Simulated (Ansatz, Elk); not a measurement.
# How far do independent atoms describe Na2IF?

Structure refinements treat a crystal as free atoms side by side. For a made-up structure of Na2IF (cell and positions from a PBE relaxation) the runs below show what the calculated density changes in F(hkl).

Method: DFT, PBE, all-electron APW+lo, Dirac cores, scalar-relativistic bands, static density, no spin, in Elk 11.2.3 (patched build).

This account leaves out most program logs.

The structure was built from a prototype and need not be the compound's stable phase.

### Step 1. The starting structure

Symmetry: R-3m, No. 166, trigonal system. The conventional cell has a = 4.029 Å, b = 4.029 Å, c = 19.788 Å, α = 90.00°, β = 90.00°, γ = 120.00°. I has 6 Na at 3.12 Å nearest. Nearest to Na lie 3 F at 2.63 Å and 3 I at 3.12 Å. Nearest to F lie 6 Na at 2.63 Å. Farther neighbours and most contacts between anions are not listed.

### Step 2. Ground state and structure factors

An all-electron density is needed, since X-rays see the cores too. Task 0 finds the density and task 195 Fourier-transforms it; tshift is off so that phases refer to the origin typed.

elk.in reads:

```
tasks
  0
  195

xctype
  20

spinpol
  .false.

rgkmax
  7.0

gmaxvr
  14.0

lmaxo
  7

lmaxapw
  8

swidth
  0.002

tshift
  .false.

ramdisk
  .false.

hmaxvr
  5.5

maxscl
  120

epspot
  1e-06

sppath
  './'

avec
  3.80725110882 2.19811745222 12.46467653104
  -3.80725110882 2.19811745222 12.46467653104
  -0.00000000000 -4.39623490543 12.46467653087

atoms
  3
  'I.in'
  1
  0.0000000000 0.0000000000 0.0000000000   0.000000 0.000000 0.000000
  'Na.in'
  2
  0.7713723975 0.7713723975 0.7713723975   0.000000 0.000000 0.000000
  0.2286276025 0.2286276025 0.2286276025   0.000000 0.000000 0.000000
  'F.in'
  1
  0.5000000000 0.5000000000 0.5000000000   0.000000 0.000000 0.000000

ngridk
  7 7 7
```

On the command line:

```sh
OMP_NUM_THREADS=4 elk
```

Elapsed: 35 s, on 4 threads of Arm Neoverse V1, shared host; peak memory 0.2 GiB.

SFACRHO.OUT:

```text

h k l indices transformed by vhmat matrix:
   1.000000000       0.000000000       0.000000000    
   0.000000000       1.000000000       0.000000000    
   0.000000000       0.000000000       1.000000000    

      h      k      l  multipl.   |H|            Re(F)            Im(F)           |F|

      0      0      0      1   0.0000000       84.000001     -0.58058898E-17   84.000001    
      1      1      1      2  0.50407929       34.132561      0.35336837E-14   34.132561    
      0      0      1      6  0.96751521       40.607729     -0.87308634E-15   40.607729    
     -2     -2     -2      2   1.0081586       41.034582     -0.73836189E-14   41.034582    
      0     -1     -1      6   1.0103387       36.208779     -0.12076930E-13   36.208779    
      2      1      1      6   1.1660098       66.295481     -0.96761793E-14   66.295481    
      2      2      1      6   1.2703050       46.344749     -0.14016616E-14   46.344749    
      3      3      3      2   1.5122379       49.046919     -0.39321352E-13   49.046919    
     -2     -2     -3      6   1.5136922       21.438253     -0.77755579E-14   21.438253    
      2      3      3      6   1.6476520       52.621454     -0.12661558E-13   52.621454    
      1      0     -1      6   1.6503207       60.573292     -0.27286800E-14   60.573292    
      0     -2     -1     12   1.7255881       27.164975     -0.51375026E-14   27.164975    
     -1      1     -1      6   1.9130196       33.876909     -0.30529383E-15   33.876909    
      3      4      3      6   1.9316161       39.190712      0.18654628E-13   39.190712    
     -3     -2     -1     12   1.9338930       32.621775     -0.37096753E-14   32.621775    
      0      0     -2      6   1.9350304       28.806734     -0.30247299E-14   28.806734    
      4      4      4      2   2.0163172       40.920494     -0.81512888E-14   40.920494    
      0      2      2      6   2.0206774       53.097698     -0.56693883E-14   53.097698
```

Elk indexes on the primitive cell of elk.in and gives |H| = 4π sin θ/λ in inverse bohr. Below, one row stands for each form hkl of the conventional cell (m members, Friedel mates merged), F is for one primitive cell and the density is static (no thermal factor). Free-atom factors are Waasmaier and Kirfel's, and R is Σm||F|−|F'||/Σm|F|.

| hkl | m | sin θ/λ (Å⁻¹) | abs F, DFT | neutral atoms | diff. | ions | diff. |
| --- | --- | --- | --- | --- | --- | --- | --- |
| 003 | 2 | 0.076 | 34.133 | 34.075 | +0.058 | 34.108 | +0.025 |
| 101 | 6 | 0.145 | 40.608 | 40.818 | -0.210 | 40.392 | +0.216 |
| 006 | 2 | 0.152 | 41.035 | 40.660 | +0.375 | 41.043 | -0.009 |
| 012 | 6 | 0.152 | 36.209 | 35.752 | +0.456 | 36.129 | +0.080 |
| 104 | 6 | 0.175 | 66.296 | 66.010 | +0.286 | 66.307 | -0.012 |
| 015 | 6 | 0.191 | 46.345 | 46.587 | -0.242 | 46.316 | +0.029 |
| 009 | 2 | 0.227 | 49.047 | 49.279 | -0.232 | 49.128 | -0.081 |
| 107 | 6 | 0.228 | 21.438 | 21.558 | -0.119 | 21.309 | +0.129 |
| 018 | 6 | 0.248 | 52.621 | 52.635 | -0.014 | 52.693 | -0.071 |
| 110 | 6 | 0.248 | 60.573 | 60.612 | -0.039 | 60.693 | -0.120 |
| 113 | 12 | 0.260 | 27.165 | 27.237 | -0.072 | 27.101 | +0.064 |
| 021 | 6 | 0.288 | 33.877 | 33.949 | -0.072 | 33.891 | -0.014 |
| 1 0 10 | 6 | 0.290 | 39.191 | 39.181 | +0.009 | 39.168 | +0.023 |
| 116 | 12 | 0.291 | 32.622 | 32.611 | +0.011 | 32.584 | +0.038 |
| 202 | 6 | 0.291 | 28.807 | 28.793 | +0.014 | 28.759 | +0.048 |
| 0 0 12 | 2 | 0.303 | 40.920 | 40.965 | -0.044 | 40.949 | -0.028 |
| 024 | 6 | 0.304 | 53.098 | 53.205 | -0.107 | 53.210 | -0.112 |
| 0 1 11 | 6 | 0.313 | 17.873 | 17.851 | +0.021 | 17.808 | +0.065 |
| 205 | 6 | 0.313 | 39.454 | 39.485 | -0.031 | 39.476 | -0.022 |
| 119 | 12 | 0.337 | 42.201 | 42.243 | -0.042 | 42.263 | -0.062 |
| 027 | 6 | 0.337 | 20.134 | 20.126 | +0.008 | 20.120 | +0.015 |
| 208 | 6 | 0.351 | 44.414 | 44.453 | -0.039 | 44.430 | -0.016 |

The ions are Na+, I− and F−, by formal charge.

### Step 3. The highest occupied states alone

An energy window below the Fermi level keeps the highest occupied states, to see at which angles they scatter; shallow core shells can lie inside it and anion s states outside. No new self-consistency is needed.

Changes to elk.in since step 2:

```diff
@@ -1,3 +1,2 @@
 tasks
-  0
   195
@@ -40,2 +39,5 @@
 
+wsfac
+  -0.278360 0.389140
+
 sppath
```

On the command line:

```sh
OMP_NUM_THREADS=4 elk
```

Run time: 10 s. Hardware: 4 threads; peak memory 0.16 GiB; 12 s of CPU time.

States within 10 eV below the Fermi level hold 12.00 electrons; any levels below the window count with the cores. Their amplitudes can exceed the total, where window and core parts have opposite phase:

| hkl | sin θ/λ (Å⁻¹) | abs F, window | abs F, all |
| --- | --- | --- | --- |
| 003 | 0.076 | 1.255 | 34.133 |
| 101 | 0.145 | 2.584 | 40.608 |
| 006 | 0.152 | 5.772 | 41.035 |
| 012 | 0.152 | 5.816 | 36.209 |
| 104 | 0.175 | 4.887 | 66.296 |
| 015 | 0.191 | 3.060 | 46.345 |
| 009 | 0.227 | 3.056 | 49.047 |
| 107 | 0.228 | 3.018 | 21.438 |
| 018 | 0.248 | 2.781 | 52.621 |
| 110 | 0.248 | 2.761 | 60.573 |

### Step 4. Another try

In this try the input is made faulty on purpose, to show what that does.

The input is changed as shown.

Changes to elk.in since step 3:

```diff
@@ -1,2 +1,3 @@
 tasks
+  0
   195
@@ -10,3 +11,3 @@
 rgkmax
-  7.0
+  3.5
 
@@ -34,3 +35,3 @@
 maxscl
-  120
+  60
 
@@ -38,5 +39,2 @@
   1e-06
-
-wsfac
-  -0.278360 0.389140
```

On the command line:

```sh
OMP_NUM_THREADS=4 elk
```

It took 25 s on 4 threads; peak memory 0.19 GiB; 57 s of CPU time.

The run finished. A setting was moved off its sound value on purpose, so it serves as a test and not as the result.

The fault put into the input: a cutoff far too low.

Its structure factors differ from the first run's by R = 0.2 %.

### Step 5. Another functional

The difference from free atoms is small, so it is set against the change that PBEsol makes.

Changes to elk.in since step 4:

```diff
@@ -5,3 +5,3 @@
 xctype
-  20
+  22
 
@@ -11,3 +11,3 @@
 rgkmax
-  3.5
+  7.0
 
@@ -35,3 +35,3 @@
 maxscl
-  60
+  120
```

On the command line:

```sh
OMP_NUM_THREADS=4 elk
```

The job ended after 33 s (4 threads; peak memory 0.2 GiB).

Against the first run R = 0.03 %; the largest change is -0.025 at 300.

### Step 6. Basis size

The basis and the expansions that go with it are enlarged, to see whether the differences are converged.

Changes to elk.in since step 5:

```diff
@@ -5,3 +5,3 @@
 xctype
-  22
+  20
 
@@ -11,12 +11,12 @@
 rgkmax
-  7.0
+  8.5
 
 gmaxvr
-  14.0
+  18.0
 
 lmaxo
-  7
+  9
 
 lmaxapw
-  8
+  10
```

On the command line:

```sh
OMP_NUM_THREADS=4 elk
```

Elapsed: 87 s, on 4 threads; peak memory 0.43 GiB; 3.9 min of CPU time.

Against the first run R = 0.01 %; the largest change is -0.004 at 220.

### Step 7. Basis size

A smaller basis shows how fast F responds to it; the change is likely larger than the basis error of the first run, but doesn't show convergence.

Changes to elk.in since step 6:

```diff
@@ -11,12 +11,12 @@
 rgkmax
-  8.5
+  5.5
 
 gmaxvr
-  18.0
+  14.0
 
 lmaxo
-  9
+  7
 
 lmaxapw
-  10
+  8
```

On the command line:

```sh
OMP_NUM_THREADS=4 elk
```

Wall time 26 s (4 threads); peak memory 0.19 GiB.

Against the first run R = 0.02 %; the largest change is +0.026 at 300.

### Step 8. Settings against the effect

| run | R against the first run (%) | R against neutral atoms, low angle (%) | wall time |
| --- | --- | --- | --- |
| PBE, rgkmax 7 | 0.00 | 0.31 | 35 s |
| PBEsol | 0.03 | 0.30 | 33 s |
| rgkmax 8.5 with larger expansions | 0.01 | 0.32 | 87 s |
| rgkmax 5.5 | 0.02 | 0.29 | 26 s |

### Step 9. Results

```json
{
 "R against neutral atoms, sin θ/λ < 0.3 Å⁻¹": "0.31 %",
 "R against neutral atoms, 0.3 to 0.74 Å⁻¹": "0.10 %",
 "R against ions, below 0.3 Å⁻¹": "0.17 %"
}
```

What this shows: Independent neutral atoms miss the calculated amplitudes by R = 0.31 % below 0.3 Å⁻¹ and 0.10 % from there to 0.74 Å⁻¹; by shells, 0.44 % below 0.15 Å⁻¹ (2 forms), 0.30 % 0.15 to 0.3 (13 forms), 0.09 % 0.3 to 0.45 (24 forms), 0.10 % above 0.45 (110 forms). Bonding, aspherical density and the tables' own atoms all enter these figures, and the runs don't part them. The largest change of an amplitude is +0.46 electrons, at 012. Formal ions give R = 0.17 % at low angle, nearer than neutral atoms. The window's part falls from 12.0 electrons at the origin to at most 1.03 between 0.45 and 0.74 Å⁻¹, where compact states inside the window still scatter. Below 0.3 Å⁻¹ the changes that finished (PBEsol, rgkmax 8.5 with larger expansions and rgkmax 5.5) move F by R = 0.04 % at most, against the 0.31 % that separates it from free atoms. The k-mesh has no finished test. Part of the difference isn't bonding: the tables are fits to free atoms and ions calculated by other methods than this functional. Thermal motion, anomalous dispersion and extinction are left out.

[Logs are printed without paths, hosts, clocks, repeated set-up lines and the standing remarks that a program may print on its own settings, such as how far it seeks lower states.]

[Hosts, paths, dates, database ids (printed as entryN), source tags and the programs' standing remarks are cut or masked in the printed files.]
